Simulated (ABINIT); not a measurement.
# SiC (Moissanite): G0W0 with ABINIT, start to end, part 2 of 3

How does a plane-wave GW calculation on SiC (Moissanite) run from the first input to the gap?

ABINIT 10.8.3; PBE and many-body steps on it, plane waves. Known limits of the many-body steps: not at the basis limit; coarse k mesh.

So far. Step 2 (Ground state): The gap is indirect, with the least direct gap 1.11 eV higher.

## 3. Bands along the symmetry lines

Level of this step: DFT, PBE, plane waves, norm-conserving pseudopotentials (ABINIT).

Levels along a band path, at the cheap level, show where the edges lie and whether the meshes to come will hold them.

Contents of run.abi:

```
acell 3*1.0 Angstrom
rprim 
  3.081000000023 -0.000000000005 0.000000000000
  -1.540500000007 2.668224269083 0.000000000000
  0.000000000000 0.000000000000 15.124800000000
ntypat 2
znucl 14 6
natom 12
typat 1 1 1 1 1 1 2 2 2 2 2 2
xred 
  0.000000000000 0.000000000000 0.000000000000
  0.000000000000 0.000000000000 0.500000000000
  0.333333333333 0.666666666667 0.166400000000
  0.666666666667 0.333333333333 0.666400000000
  0.666666666667 0.333333333333 0.332900000000
  0.333333333333 0.666666666667 0.832900000000
  0.333333333333 0.666666666667 0.041200000000
  0.666666666667 0.333333333333 0.541200000000
  0.666666666667 0.333333333333 0.208000000000
  0.333333333333 0.666666666667 0.708000000000
  0.000000000000 0.000000000000 0.374600000000
  0.000000000000 0.000000000000 0.874600000000
pp_dirpath "pseudos"
pseudos "Si.upf, C.upf"
ecut 37
iscf -2
irdden 1
kptopt 0
nkpt 39
kpt 
  0.00000000 0.00000000 0.00000000
  0.12500000 0.00000000 0.00000000
  0.25000000 0.00000000 0.00000000
  0.37500000 0.00000000 0.00000000
  0.50000000 0.00000000 0.00000000
  0.45833333 0.08333333 0.00000000
  0.41666666 0.16666666 0.00000000
  0.37500000 0.25000000 0.00000000
  0.33333333 0.33333333 0.00000000
  0.25000000 0.25000000 0.00000000
  0.16666666 0.16666666 0.00000000
  0.08333333 0.08333333 0.00000000
  0.00000000 0.00000000 0.00000000
  0.00000000 0.00000000 0.12500000
  0.00000000 0.00000000 0.25000000
  0.00000000 0.00000000 0.37500000
  0.00000000 0.00000000 0.50000000
  0.12500000 0.00000000 0.50000000
  0.25000000 0.00000000 0.50000000
  0.37500000 0.00000000 0.50000000
  0.50000000 0.00000000 0.50000000
  0.45833333 0.08333333 0.50000000
  0.41666666 0.16666666 0.50000000
  0.37500000 0.25000000 0.50000000
  0.33333333 0.33333333 0.50000000
  0.25000000 0.25000000 0.50000000
  0.16666666 0.16666666 0.50000000
  0.08333333 0.08333333 0.50000000
  0.00000000 0.00000000 0.50000000
  0.50000000 0.00000000 0.50000000
  0.50000000 0.00000000 0.37500000
  0.50000000 0.00000000 0.25000000
  0.50000000 0.00000000 0.12500000
  0.50000000 0.00000000 0.00000000
  0.33333333 0.33333333 0.50000000
  0.33333333 0.33333333 0.37500000
  0.33333333 0.33333333 0.25000000
  0.33333333 0.33333333 0.12500000
  0.33333333 0.33333333 0.00000000
istwfk *1
nband 39
nbdbuf 10
tolwfr 1e-07
nstep 50
prtwf 0
prtvol 0
indata_prefix "in"
outdata_prefix "out"
tmpdata_prefix "tmp"
```

Started as:

```sh
OMP_NUM_THREADS=1 mpirun -n 8 abinit run.abi > log
```

Numbers of over 12 decimals in the logs are rounded to 6 here.

What it wrote:

```text
.Version 10.8.3 of ABINIT. v10.8.2 released Aug 2026.

 Symmetries : space group P6_3 m c (#186); Bravais hP (primitive hexag.)
[... echo of the input left out ...]
== DATASET  1 ==================================================================
-   mpi_nproc: 8, omp_nthreads: 1 (-1 if OMP is not activated)

--- !DatasetInfo
iteration_state: {dtset: 1, }
dimensions: {natom: 12, nkpt: 39, mband: 39, nsppol: 1, nspinor: 1, nspden: 1, mpw: 9084, }
cutoff_energies: {ecut:  37.0, pawecutdg:  -1.0, }
electrons: {nelect:   4.80000000E+01, charge:   0.00000000E+00, occopt:   1.00000000E+00, tsmear:   1.00000000E-02, }

 Real(R)+Recip(G) space primitive vectors, cartesian coordinates (Bohr,Bohr^-1):
 R(1)=  5.8222462  0.0000000  0.0000000  G(1)=  0.1717550  0.0991628  0.0000000
 R(2)= -2.9111231  5.0422131  0.0000000  G(2)=  0.0000000  0.1983256  0.0000000
 R(3)=  0.0000000  0.0000000 28.5817297  G(3)=  0.0000000  0.0000000  0.0349874
 Unit cell volume ucvol=  8.3907401E+02 bohr^3
 Angles (23,13,12)=  9.00000000E+01  9.00000000E+01  1.20000000E+02 degrees

 getcut: wavevector=  0.0000  0.0000  0.0000  ngfft=  32  32 160
         ecut(hartree)=     37.000   => boxcut(ratio)=   2.00721

--- Pseudopotential description ------------------------------------------------
- Si Generated using ONCVPSP code by D. R. Hamann
- 14.00000   4.00000  171031                  znucl, zion, pspdat
12 -101130 2 -1 1510                          pspcod,pspxc,lmax,lloc,mmax
     nproj     2     2     2
  pspatm : epsatm=    9.34321561
         --- l  ekb(1:nproj) -->
             0    5.168965    0.829883
             1    2.571282    0.578307
             2   -2.427311   -0.488097
 pspatm: atomic psp has been read  and splines computed

- C Generated using ONCVPSP code by D. R. Hamann
-  6.00000   4.00000  171031                  znucl, zion, pspdat
12 -101130 1 -1 1248                          pspcod,pspxc,lmax,lloc,mmax
     nproj     2     2     0
  pspatm : epsatm=    4.31346680
         --- l  ekb(1:nproj) -->
[...]
pspatm: atomic psp has been read  and splines computed

--------------------------------------------------------------------------------

================================================================================
 prteigrs : about to open file out_EIG
 Non-SCF case, kpt    1 (  0.00000  0.00000  0.00000), residuals and eigenvalues=
  9.59E-08  5.63E-08  5.28E-08  3.65E-08  2.07E-08  2.09E-08  5.46E-08  9.87E-08
  9.79E-08  6.02E-08  5.64E-08  2.47E-08  4.49E-08  4.00E-08  7.44E-08  3.21E-08
  6.60E-08  4.88E-08  8.94E-08  3.66E-08  6.30E-08  5.17E-08  7.16E-08  7.84E-08
[...]
6.63E-06  2.10E-05  6.10E-05  2.82E-05  2.18E-04  1.32E-04  8.70E-04
 -3.1545E-01 -2.9686E-01 -2.9447E-01 -2.4084E-01 -2.3854E-01 -1.8472E-01
 -6.3069E-02  2.2765E-02  2.4441E-02  1.6275E-01  1.6448E-01  2.1016E-01
[...]
- [ -2.9111231,   5.0422131,   0.0000000, ]
- [  0.0000000,   0.0000000,  28.5817297, ]
lattice_lengths: [   5.82225,    5.82225,   28.58173, ]
lattice_angles: [ 90.000,  90.000, 120.000, ] # degrees, (23, 13, 12)
lattice_volume:   8.3907401E+02
convergence: {deltae:  0.000E+00, res2:  0.000E+00, residm:  9.997E-08, diffor:  0.000E+00, }
etotal    :  -6.16181537E+01
entropy   :   0.00000000E+00
fermie    :   2.52514639E-01
cartesian_stress_tensor: null
pressure_GPa: null
xred      :
- [  0.0000E+00,   0.0000E+00,  -2.7756E-17, Si]
- [  0.0000E+00,   0.0000E+00,   5.0000E-01, Si]
- [  3.3333E-01,   6.6667E-01,   1.6640E-01, Si]
- [  6.6667E-01,   3.3333E-01,   6.6640E-01, Si]
- [  6.6667E-01,   3.3333E-01,   3.3290E-01, Si]
- [  3.3333E-01,   6.6667E-01,   8.3290E-01, Si]
- [  3.3333E-01,   6.6667E-01,   4.1200E-02,  C]
- [  6.6667E-01,   3.3333E-01,   5.4120E-01,  C]
- [  6.6667E-01,   3.3333E-01,   2.0800E-01,  C]
- [  3.3333E-01,   6.6667E-01,   7.0800E-01,  C]
- [  0.0000E+00,   0.0000E+00,   3.7460E-01,  C]
- [  0.0000E+00,   0.0000E+00,   8.7460E-01,  C]
cartesian_forces: null
force_length_stats: {min: null, max: null, mean: null, }

 Integrated electronic density in atomic spheres:
 ------------------------------------------------
 Atom  Sphere_radius  Integrated_density
[...]
================================================================================

 ----iterations are completed or convergence reached----

 Mean square residual over all n,k,spin=   48.975E-09; max=  99.972E-09
 reduced coordinates (array xred) for   12 atoms
[...]
0.000000000000      0.000000000000      0.374600000000
       0.000000000000      0.000000000000      0.874600000000

 cartesian coordinates (angstrom) at end:
    1      0.000000     0.000000    -0.000000
    2      0.000000     0.000000     7.562400
    3      3e-12     1.778816     2.516767
[...]
11      0.000000     0.000000     5.665750
   12      0.000000     0.000000    13.228150
 length scales=  1.889726125908  1.889726125908  1.889726125908 bohr
              =  1.000000000000  1.000000000000  1.000000000000 angstroms
 prteigrs : about to open file out_EIG
 Eigenvalues (hartree) for nkpt=  39  k points:
 kpt#   1, nband= 39, wtk=  1.00000, kpt=  0.0000  0.0000  0.0000 (reduced coord)
[...]
kpt#   2, nband= 39, wtk=  1.00000, kpt=  0.1250  0.0000  0.0000 (reduced coord)
[...]
kpt#   3, nband= 39, wtk=  1.00000, kpt=  0.2500  0.0000  0.0000 (reduced coord)
[...]
kpt#  38, nband= 39, wtk=  1.00000, kpt=  0.3333  0.3333  0.1250 (reduced coord)
[...]
0.54167    0.58574    0.59147    0.59175    0.63001    0.63400    0.64179
 kpt#  39, nband= 39, wtk=  1.00000, kpt=  0.3333  0.3333  0.0000 (reduced coord)
[...]
0.08502    0.08502    0.12872    0.12872    0.13711    0.17137    0.17615    0.17615
   0.38089    0.38089    0.39018    0.43787    0.48068    0.48068    0.49661    0.49661
   0.53901    0.58691    0.59140    0.59178    0.63182    0.63566    0.64404

== END DATASET(S) ==============================================================
================================================================================

 -outvars: echo values of variables after computation  --------
            nband          39
             nkpt          39
          spgroup         186
 [... the other variables as echoed above ...]

 Calculation completed.
```

Run time: 35 s. Hardware: 8 MPI ranks of Arm Neoverse V1, shared host; peak memory 0.82 GiB.

This step gave:

- gap: 2.012 eV
- k of the valence top: 0, 0, 0
- k of the conduction bottom: 0.5, 0, 0.25
- least direct gap: 3.123 eV

The gap is 2.012 eV, −0.005 eV from the run before at this level.

Electronic bands along the path, in eV, zero at the top of the highest filled band:

```csv
point,band 21,band 22,band 23,band 24,band 25,band 26,band 27,band 28
Γ,-0.29,-0.04,0.00,0.00,5.16,5.34,5.74,6.25
halfway,-1.17,-1.09,-0.70,-0.54,3.67,3.89,4.38,5.01
M,-1.84,-1.76,-1.66,-1.11,2.02,2.21,3.23,3.89
halfway,-2.44,-2.22,-2.00,-1.77,2.85,3.50,4.51,4.92
K,-3.14,-2.21,-2.08,-2.08,3.49,3.49,3.75,5.04
halfway,-1.78,-1.73,-1.30,-0.72,4.79,4.86,4.97,5.06
Γ,-0.29,-0.04,0.00,0.00,5.16,5.34,5.74,6.25
halfway,-0.20,-0.20,-0.02,-0.02,5.18,5.30,5.81,6.15
A,-0.09,-0.09,-0.09,-0.09,5.23,5.23,5.97,5.97
halfway,-1.00,-1.00,-0.71,-0.71,3.77,3.77,4.73,4.73
L,-1.72,-1.72,-1.31,-1.31,2.06,2.06,3.45,3.45
halfway,-2.68,-2.68,-1.67,-1.67,3.20,3.20,4.48,4.48
H,-2.63,-2.63,-2.27,-2.27,3.68,3.68,4.32,4.32
halfway,-1.96,-1.96,-0.85,-0.85,4.74,4.74,5.12,5.12
A,-0.09,-0.09,-0.09,-0.09,5.23,5.23,5.97,5.97
jump to L,-1.72,-1.72,-1.31,-1.31,2.06,2.06,3.45,3.45
halfway,-2.00,-1.64,-1.53,-1.16,2.01,2.16,3.29,3.68
M,-1.84,-1.76,-1.66,-1.11,2.02,2.21,3.23,3.89
jump to H,-2.63,-2.63,-2.27,-2.27,3.68,3.68,4.32,4.32
halfway,-2.97,-2.33,-2.16,-2.16,3.58,3.58,3.91,4.80
K,-3.14,-2.21,-2.08,-2.08,3.49,3.49,3.75,5.04
```

## 4. Empty states on the mesh, 3×3×1 mesh, 257 bands

The sums over transitions need many empty states on a uniform mesh; this step solves for them.

Contents of run.abi:

```
acell 3*1.0 Angstrom
rprim 
  3.081000000023 -0.000000000005 0.000000000000
  -1.540500000007 2.668224269083 0.000000000000
  0.000000000000 0.000000000000 15.124800000000
ntypat 2
znucl 14 6
natom 12
typat 1 1 1 1 1 1 2 2 2 2 2 2
xred 
  0.000000000000 0.000000000000 0.000000000000
  0.000000000000 0.000000000000 0.500000000000
  0.333333333333 0.666666666667 0.166400000000
  0.666666666667 0.333333333333 0.666400000000
  0.666666666667 0.333333333333 0.332900000000
  0.333333333333 0.666666666667 0.832900000000
  0.333333333333 0.666666666667 0.041200000000
  0.666666666667 0.333333333333 0.541200000000
  0.666666666667 0.333333333333 0.208000000000
  0.333333333333 0.666666666667 0.708000000000
  0.000000000000 0.000000000000 0.374600000000
  0.000000000000 0.000000000000 0.874600000000
pp_dirpath "pseudos"
pseudos "Si.upf, C.upf"
ecut 37
ngkpt 3 3 1
nshiftk 1
shiftk 0 0 0
kptopt 1
chksymbreak 0
iscf -2
irdden 1
istwfk *1
nband 257
nbdbuf 22
tolwfr 1e-09
nstep 60
prtvol 0
indata_prefix "in"
outdata_prefix "out"
tmpdata_prefix "tmp"
```

Started as:

```sh
OMP_NUM_THREADS=2 mpirun -n 3 abinit run.abi > log
```

What it wrote:

```text
.Version 10.8.3 of ABINIT. v10.8.2 released Aug 2026.

 Symmetries : space group P6_3 m c (#186); Bravais hP (primitive hexag.)
[... echo of the input left out ...]
== DATASET  1 ==================================================================
-   mpi_nproc: 3, omp_nthreads: 2 (-1 if OMP is not activated)

--- !DatasetInfo
iteration_state: {dtset: 1, }
dimensions: {natom: 12, nkpt: 3, mband: 257, nsppol: 1, nspinor: 1, nspden: 1, mpw: 9084, }
cutoff_energies: {ecut:  37.0, pawecutdg:  -1.0, }
electrons: {nelect:   4.80000000E+01, charge:   0.00000000E+00, occopt:   1.00000000E+00, tsmear:   1.00000000E-02, }

 Real(R)+Recip(G) space primitive vectors, cartesian coordinates (Bohr,Bohr^-1):
 R(1)=  5.8222462  0.0000000  0.0000000  G(1)=  0.1717550  0.0991628  0.0000000
 R(2)= -2.9111231  5.0422131  0.0000000  G(2)=  0.0000000  0.1983256  0.0000000
 R(3)=  0.0000000  0.0000000 28.5817297  G(3)=  0.0000000  0.0000000  0.0349874
 Unit cell volume ucvol=  8.3907401E+02 bohr^3
 Angles (23,13,12)=  9.00000000E+01  9.00000000E+01  1.20000000E+02 degrees

 getcut: wavevector=  0.0000  0.0000  0.0000  ngfft=  32  32 160
         ecut(hartree)=     37.000   => boxcut(ratio)=   2.00721

--- Pseudopotential description ------------------------------------------------
- Si Generated using ONCVPSP code by D. R. Hamann
- 14.00000   4.00000  171031                  znucl, zion, pspdat
12 -101130 2 -1 1510                          pspcod,pspxc,lmax,lloc,mmax
     nproj     2     2     2
  pspatm : epsatm=    9.34321561
         --- l  ekb(1:nproj) -->
             0    5.168965    0.829883
             1    2.571282    0.578307
             2   -2.427311   -0.488097
 pspatm: atomic psp has been read  and splines computed

- C Generated using ONCVPSP code by D. R. Hamann
-  6.00000   4.00000  171031                  znucl, zion, pspdat
12 -101130 1 -1 1248                          pspcod,pspxc,lmax,lloc,mmax
     nproj     2     2     0
  pspatm : epsatm=    4.31346680
         --- l  ekb(1:nproj) -->
[...]
pspatm: atomic psp has been read  and splines computed

--------------------------------------------------------------------------------

================================================================================
 prteigrs : about to open file out_EIG
 Non-SCF case, kpt    1 (  0.00000  0.00000  0.00000), residuals and eigenvalues=
  6.98E-10  8.99E-11  1.51E-10  3.93E-11  3.48E-11  3.53E-11  4.54E-11  7.13E-11
  6.96E-11  1.60E-10  1.48E-10  1.22E-10  1.66E-10  1.70E-10  1.94E-10  1.23E-10
  1.59E-10  9.48E-11  1.37E-10  1.31E-10  1.98E-10  1.28E-10  1.05E-10  1.12E-10
[...]
2.39E-04
 -3.1545E-01 -2.9686E-01 -2.9447E-01 -2.4084E-01 -2.3854E-01 -1.8472E-01
 -6.3069E-02  2.2765E-02  2.4441E-02  1.6275E-01  1.6448E-01  2.1016E-01
  2.1016E-01  2.1677E-01  2.1677E-01  2.2136E-01  2.2136E-01  2.3781E-01
[...]
2.8374E+00  2.8453E+00  2.8453E+00  2.8596E+00  2.8656E+00  2.8656E+00
  2.8684E+00  2.8684E+00  2.8785E+00  2.8785E+00  2.8859E+00  2.8931E+00
  2.8931E+00  2.9033E+00  2.9253E+00  2.9349E+00  2.9426E+00
 prteigrs : prtvol=0 or 1, do not print more k-points.

--- !ResultsGS
iteration_state: {dtset: 1, }
comment   : Summary of ground state results
lattice_vectors:
- [  5.8222462,  -0.0000000,   0.0000000, ]
- [ -2.9111231,   5.0422131,   0.0000000, ]
- [  0.0000000,   0.0000000,  28.5817297, ]
lattice_lengths: [   5.82225,    5.82225,   28.58173, ]
lattice_angles: [ 90.000,  90.000, 120.000, ] # degrees, (23, 13, 12)
lattice_volume:   8.3907401E+02
convergence: {deltae:  0.000E+00, res2:  0.000E+00, residm:  9.774E-10, diffor:  0.000E+00, }
etotal    :  -6.16181537E+01
entropy   :   0.00000000E+00
fermie    :   2.52514639E-01
cartesian_stress_tensor: null
pressure_GPa: null
xred      :
- [  0.0000E+00,   0.0000E+00,  -2.7756E-17, Si]
- [  0.0000E+00,   0.0000E+00,   5.0000E-01, Si]
- [  3.3333E-01,   6.6667E-01,   1.6640E-01, Si]
- [  6.6667E-01,   3.3333E-01,   6.6640E-01, Si]
- [  6.6667E-01,   3.3333E-01,   3.3290E-01, Si]
- [  3.3333E-01,   6.6667E-01,   8.3290E-01, Si]
- [  3.3333E-01,   6.6667E-01,   4.1200E-02,  C]
- [  6.6667E-01,   3.3333E-01,   5.4120E-01,  C]
- [  6.6667E-01,   3.3333E-01,   2.0800E-01,  C]
- [  3.3333E-01,   6.6667E-01,   7.0800E-01,  C]
- [  0.0000E+00,   0.0000E+00,   3.7460E-01,  C]
- [  0.0000E+00,   0.0000E+00,   8.7460E-01,  C]
cartesian_forces: null
force_length_stats: {min: null, max: null, mean: null, }

 Integrated electronic density in atomic spheres:
 ------------------------------------------------
 Atom  Sphere_radius  Integrated_density
[...]
================================================================================

 ----iterations are completed or convergence reached----

 Mean square residual over all n,k,spin=   31.227E-11; max=  97.743E-11
 reduced coordinates (array xred) for   12 atoms
[...]
0.000000000000      0.000000000000      0.374600000000
       0.000000000000      0.000000000000      0.874600000000

 cartesian coordinates (angstrom) at end:
    1      0.000000     0.000000    -0.000000
    2      0.000000     0.000000     7.562400
    3      3e-12     1.778816     2.516767
[...]
11      0.000000     0.000000     5.665750
   12      0.000000     0.000000    13.228150
 length scales=  1.889726125908  1.889726125908  1.889726125908 bohr
              =  1.000000000000  1.000000000000  1.000000000000 angstroms
 prteigrs : about to open file out_EIG
 Eigenvalues (hartree) for nkpt=   3  k points:
 kpt#   1, nband=257, wtk=  0.11111, kpt=  0.0000  0.0000  0.0000 (reduced coord)
[...]
2.83739    2.84533    2.84533    2.85957    2.86557    2.86557    2.86842    2.86842
   2.87848    2.87849    2.88587    2.89314    2.89314    2.90330    2.92532    2.93486
   2.94261
 prteigrs : prtvol=0 or 1, do not print more k-points.

== END DATASET(S) ==============================================================
================================================================================

 -outvars: echo values of variables after computation  --------
            nband         257
             nkpt           3
          spgroup         186
 [... the other variables as echoed above ...]

 Calculation completed.
```

Run time: 82 s. Hardware: 3 MPI ranks; peak memory 0.34 GiB.

This step gave:

```yaml
gap: 2.813 eV
k_of_the_valence_top: 0, 0, 0
k_of_the_conduction_bottom: 0.3333, 0, 0
least_direct_gap: 3.641 eV
k_points_computed: 3
lowest_point_of_the_top_converged_band_above_the_valence_top: 68.9346 eV
```

On this mesh the gap is 2.813 eV. The earlier step found 2.017 eV, so this mesh misses an edge.

[end of part 2 of 3]

[Paths, hosts, dates, memory and timing lines, banners, echoed tables and standing remarks are left out of the program output.]

[Logs are printed without paths, hosts, clocks, repeated set-up lines and the standing remarks that a program may print on its own settings, such as how far it seeks lower states.]

[Runs of the session that timed out or met a known fault of the program may be left out.]

[Hosts, paths, dates, database ids (printed as entryN), source tags and the programs' standing remarks are cut or masked in the printed files.]

[G0W0 gaps are taken among the corrected bands and points alone; a level outside them can change the order at an edge.]

[Where Ansatz stands beside ABINIT at settings called matched, ABINIT's density can come from a denser mesh and the files from another edition; pairs whose starting gaps differed by over 0.03 eV were left out, so agreement reads better than it is.]
